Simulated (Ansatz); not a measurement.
**The false plateau in GW convergence: LiGeN (P6_3mc)**

Wanted: the G0W0 gap of LiGeN (P6_3mc) over a grid of bands and cutoffs.

Main program and level: Ansatz 0.2.0; G0W0 on PBE, plane waves, PAW; PAW set soft_1.

Most raw output is cut from this account.

### Step 1. Starting point

It takes space group P6_3mc (No. 186, hexagonal). Conventional cell: a = 3.012 Å, b = 3.012 Å, c = 9.419 Å, α = 90.00°, β = 90.00°, γ = 120.00°. Li has 3 N at 2.18 Å nearest. Ge has 3 N at 2.00 Å nearest. N has 3 Ge at 2.00 Å and 3 Li at 2.18 Å nearest. Farther neighbours and most contacts between anions are not listed.

The cell and positions are those that the Materials Project relaxed with its own functionals (PBE, PBE+U or r2SCAN), kept fixed.

### Step 2. 59 empty bands, screening to 50 eV

G0W0 replaces the xc potential by the self-energy, built once from these orbitals. Only a window of levels is corrected, while the sums run over the empty bands that the input names. This step takes PAW set soft_1 files.

Input file input.yaml:

```yaml
crystal:
  lattice:
    - [3.0124085355, 0.0, 0.0]
    - [-1.5062042677, 2.6088223183, 0.0]
    - [0.0, 0.0, 9.419459]
  atoms:
    - { symbol: Li, position: [0.66666667, 0.33333333, 0.743392] }
    - { symbol: Li, position: [0.33333333, 0.66666667, 0.243392] }
    - { symbol: Ge, position: [0.0, 0.0, 0.498023] }
    - { symbol: Ge, position: [0.0, 0.0, 0.998023] }
    - { symbol: "N", position: [0.33333333, 0.66666667, 0.603223] }
    - { symbol: "N", position: [0.66666667, 0.33333333, 0.103223] }
kpoints:
  mp_grid: { grid: [6, 6, 2] }
hamiltonian:
  xc: pbe
  pseudopotentials: { kind: paw, azcp: { folder: soft_1 } }
scf:
  occupations: { method: fixed }
gw:
  n_empty_bands: 59
  ecut_chi: 50
  qp_bands: [v2, c2]
  qp_kpoints: band_edges
  screening: { model: contour_deformation }
```

Command:

```
ansatz run input.yaml --threads 2 --pin off --max-ram 92160MiB --backend cuda --events-out ev --progress --plain --runs-dir out --devices 1 --max-vram 13GiB
```

Wall time 10 s (1 × NVIDIA H100 80GB HBM3 (shared by 6 runs) with 2 threads of AMD EPYC 7R13 (Zen 3), shared host); peak memory 1 GiB; 12 s of CPU time.

Numbers from this step:

| Item | Value |
| --- | --- |
| bands summed | 81 |
| RPA ε∞ on this mesh (eigenvalues) | 5.830, 8.762, 8.762 |
| plane waves in the screening matrix | 65 |
| q-points in the mesh | 72 |
| G0W0 gap on the mesh | 1.936 eV |
| k of the valence top | 0.1667, 0.1667, 0 |
| k of the conduction bottom | 0, -0.5, 0 |
| starting gap on the mesh | 1.467 eV |
| Z at the valence top | 0.7500 |
| Z at the conduction bottom | 0.7798 |
| least direct G0W0 gap on the computed points | 3.148 eV |

The gap on the mesh goes from 1.47 eV to 1.94 eV, a correction of +0.47 eV. Between the two edge states, bare exchange in place of the xc potential would open the gap by 6.01 eV, and correlation takes back 5.54 eV.

### Step 3. 308 empty bands, screening to 50 eV

Edit input.yaml of step 2 so:

```diff
@@ -20,3 +20,3 @@
 gw:
-  n_empty_bands: 59
+  n_empty_bands: 308
   ecut_chi: 50
```

Wall time 17 s (1 × NVIDIA H100 80GB HBM3 (shared by 6 runs) with 2 threads); peak memory 1.3 GiB.

This step gave:

- bands summed: 330
- RPA ε∞ on this mesh (eigenvalues): 5.849, 8.781, 8.781
- plane waves in the screening matrix: 65
- G0W0 gap on the mesh: 1.926 eV
- k of the valence top: 0.1667, 0.1667, 0
- k of the conduction bottom: 0, -0.5, 0
- starting gap on the mesh: 1.467 eV
- least direct G0W0 gap on the computed points: 3.122 eV

Against the run with 6×6×2 mesh, 59 empty bands, screening to 50 eV, PAW set soft_1 files, the gap moves by −0.011 eV.

### Step 4. 168 empty bands, screening to 100 eV

Bands and screening cutoff are moved together, since each hides the error of the other.

Edit input.yaml of step 3 so:

```diff
@@ -20,4 +20,4 @@
 gw:
-  n_empty_bands: 308
-  ecut_chi: 50
+  n_empty_bands: 168
+  ecut_chi: 100
   qp_bands: [v2, c2]
```

Run time: 22 s. Hardware: 1 × NVIDIA H100 80GB HBM3 (shared by 6 runs) with 2 threads; peak memory 1.2 GiB; 32 s of CPU time.

The G0W0 gap on the mesh is 2.069 eV.

### Step 5. 873 empty bands, screening to 100 eV

Edit input.yaml of step 4 so:

```diff
@@ -20,3 +20,3 @@
 gw:
-  n_empty_bands: 168
+  n_empty_bands: 873
   ecut_chi: 100
```

The job ended after 79 s (1 × NVIDIA H100 80GB HBM3 (shared by 6 runs) with 2 threads; peak memory 2 GiB).

The G0W0 gap on the mesh is 2.086 eV.

### Step 6. 59 empty bands, screening to 150 eV

Edit input.yaml of step 5 so:

```diff
@@ -20,4 +20,4 @@
 gw:
-  n_empty_bands: 873
-  ecut_chi: 100
+  n_empty_bands: 59
+  ecut_chi: 150
   qp_bands: [v2, c2]
```

Wall time 13 s (1 × NVIDIA H100 80GB HBM3 (shared by 6 runs) with 2 threads); peak memory 1.2 GiB.

The G0W0 gap on the mesh is 2.036 eV.

### Step 7. 308 empty bands, screening to 150 eV

Edit input.yaml of step 6 so:

```diff
@@ -20,3 +20,3 @@
 gw:
-  n_empty_bands: 59
+  n_empty_bands: 308
   ecut_chi: 150
```

Run time: 30 s. Hardware: 1 × NVIDIA H100 80GB HBM3 (shared by 6 runs) with 2 threads; peak memory 1.4 GiB; 46 s of CPU time.

The G0W0 gap on the mesh is 2.137 eV.

### Step 8. 548 empty bands, screening to 220 eV

Edit input.yaml of step 7 so:

```diff
@@ -20,4 +20,4 @@
 gw:
-  n_empty_bands: 308
-  ecut_chi: 150
+  n_empty_bands: 548
+  ecut_chi: 220
   qp_bands: [v2, c2]
```

The job ended after 66 s (1 × NVIDIA H100 80GB HBM3 (shared by 6 runs) with 2 threads; peak memory 1.9 GiB).

The G0W0 gap on the mesh is 2.181 eV.

### Step 9. 168 empty bands, screening to 300 eV

Edit input.yaml of step 8 so:

```diff
@@ -20,4 +20,4 @@
 gw:
-  n_empty_bands: 548
-  ecut_chi: 220
+  n_empty_bands: 168
+  ecut_chi: 300
   qp_bands: [v2, c2]
```

It took 17 s on 1 × NVIDIA H100 80GB HBM3 (shared by 6 runs) with 2 threads; peak memory 2.6 GiB; 21 s of CPU time.

The G0W0 gap on the mesh is 2.122 eV.

### Step 10. 873 empty bands, screening to 300 eV

Edit input.yaml of step 9 so:

```diff
@@ -20,3 +20,3 @@
 gw:
-  n_empty_bands: 168
+  n_empty_bands: 873
   ecut_chi: 300
```

It took 1.7 min on 1 × NVIDIA H100 80GB HBM3 (shared by 6 runs) with 2 threads; peak memory 3 GiB.

The G0W0 gap on the mesh is 2.203 eV.

### Step 11. The grid

Start PBE, 6×6×2 mesh. Times are wall times on 1 × NVIDIA H100 80GB HBM3 (shared by 6 runs) with 2 threads of AMD EPYC 7R13 (Zen 3), shared host, good to a factor of about two.

| cutoff (eV) | plane waves at q = 0 | bands summed | gap (eV) | Σc valence (eV) | Σc conduction (eV) | time |
| --- | --- | --- | --- | --- | --- | --- |
| 50 | 65 | 81 | 1.936 | 2.68 | -2.86 | 10 s |
| 50 | 65 | 330 | 1.926 | 2.44 | -3.11 | 17 s |
| 100 | 177 | 190 | 2.069 | 2.28 | -3.13 | 22 s |
| 100 | 177 | 895 | 2.086 | 2.14 | -3.25 | 79 s |
| 150 | 289 | 81 | 2.036 | 2.61 | -2.83 | 13 s |
| 150 | 289 | 330 | 2.137 | 2.09 | -3.25 | 30 s |
| 220 | 563 | 570 | 2.181 | 1.96 | -3.33 | 66 s |
| 300 | 885 | 190 | 2.122 | 2.22 | -3.13 | 17 s |
| 300 | 885 | 895 | 2.203 | 1.90 | -3.38 | 1.7 min |

### Step 12. Outcome

```
81 bands, 50 eV                    : 1.936 eV
330 bands, 50 eV                   : 1.926 eV
190 bands, 100 eV                  : 2.069 eV
895 bands, 100 eV                  : 2.086 eV
81 bands, 150 eV                   : 2.036 eV
330 bands, 150 eV                  : 2.137 eV
570 bands, 220 eV                  : 2.181 eV
190 bands, 300 eV                  : 2.122 eV
895 bands, 300 eV                  : 2.203 eV
estimated limit along the diagonal : 2.24 eV
mesh and start                     : 6×6×2, PBE
```

In words: At 50 eV, going from 81 to 330 bands moves the gap by −0.01 eV. At 100 eV, going from 190 to 895 bands moves the gap by +0.02 eV. At 150 eV, going from 81 to 330 bands moves the gap by +0.10 eV. At 300 eV, going from 190 to 895 bands moves the gap by +0.08 eV. At 81 bands, raising the cutoff from 50 to 150 eV moves it by +0.10 eV. At 330 bands, raising the cutoff from 50 to 150 eV moves it by +0.21 eV. At 190 bands, raising the cutoff from 100 to 300 eV moves it by +0.05 eV. At 895 bands, raising the cutoff from 100 to 300 eV moves it by +0.12 eV. Along the diagonal, where both rise together, the two highest rungs point to 2.24 eV. Gaps are over the mesh's points; an edge off the mesh would be missed. A low cutoff hides what high bands add, so a band series at one cutoff can look settled before the gap is. The many-body steps are scalar-relativistic: spin-orbit coupling is not in them.

[Paths, hosts, dates, memory and timing lines, banners, echoed tables and standing remarks are left out of the program output.]

[Logs are printed without paths, hosts, clocks, repeated set-up lines and the standing remarks that a program may print on its own settings, such as how far it seeks lower states.]

[Runs of the session that timed out or met a known fault of the program may be left out.]

[Cells called generated may have been cut or substituted from an entry of the Crystallography Open Database or the Materials Project.]

[Hosts, paths, dates, database ids (printed as entryN), source tags and the programs' standing remarks are cut or masked in the printed files.]
